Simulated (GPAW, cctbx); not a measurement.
## TaBr3: what bonding does to one electron reflection, worked out

TaBr3, Pm-3m (no. 221), a = 5.2007 Å, b = 5.2007 Å, c = 5.2007 Å, α = 90.00°, β = 90.00°, γ = 90.00°.

```csv
atom,mult.,x,y,z
Ta1,1,0,0,0
Br1,3,0,0,1/2
```

The cell comes from substitution in a known structure type and wasn't matched to any measured phase.

A DFT run (GPAW, PBE, 450 eV, 4×4×4 k-points, Fermi–Dirac width 0.05 eV) gives the static X-ray structure factor of 011 as 35.284 e for the conventional cell; superposed free atoms give 35.422 e. **Problem.** Find the Fourier component V of the crystal potential and the two-beam extinction distance at 200 kV in both cases.

### 1. Geometry

The cell volume is Ω = 140.66 Å³ and d(011) = 3.6775 Å, so g = 1/d = 0.2719 Å⁻¹.

### 2. The nuclei

Electrons feel nuclei as well as electrons, so the nuclear charges are summed with the same phases.

Phase sums Σ exp(2πi h·x), turned so that the total is real and positive: Ta +1.000, Br -1.000. Then F_Z = 73 × (+1.000) + 35 × (-1.000) = 38.00 e. The electron term has the same sign for this reflection.

### 3. Mott–Bethe

Poisson's equation, term by term, gives V = (e/4πε₀)(F_Z − F)/(πΩg²), with e/4πε₀ = 14.3996 V Å.

The prefactor is 14.3996 × 3.6775²/(π × 140.66) = 0.44068 V per electron. Free atoms: (38.00 − 35.422) × 0.44068 = 1.136 V. Crystal: (38.00 − 35.284) × 0.44068 = 1.197 V. F changes by -0.39 % and V by +5.4 %: the same 0.14 e is measured against F_Z − F = 2.6 e in place of F = 35.4 e.

### 4. Extinction distance

In the two-beam case ξ = 1/(λU) with U = 2γm₀eV/h², that is ξ = 150.41 V Å²/(γλV).

At 200 kV, λ = 0.02508 Å and γ = 1.3914. Free atoms: ξ = 3794 Å. Crystal: ξ = 3601 Å. The thickness fringes go as sin²(πt/ξ), so the two patterns slip by a quarter of a period when t|1/ξ₁ − 1/ξ₀| = 1/4, at t ≈ 1772 nm, thicker than usual samples. Thermal motion, absorption and many-beam coupling, left out here, change a real pattern.

### 5. Answer

V(011) is 1.20 V against 1.14 V, and ξ is 3601 against 3794 Å. Limits: static atoms, two beams.

[Outputs are excerpts: Python notices, other lines and further rows are left out; steps that failed or that the build refused (PBEsol, TPSS) are not shown.]

[Logs are printed without paths, hosts, clocks, repeated set-up lines and the standing remarks that a program may print on its own settings, such as how far it seeks lower states.]
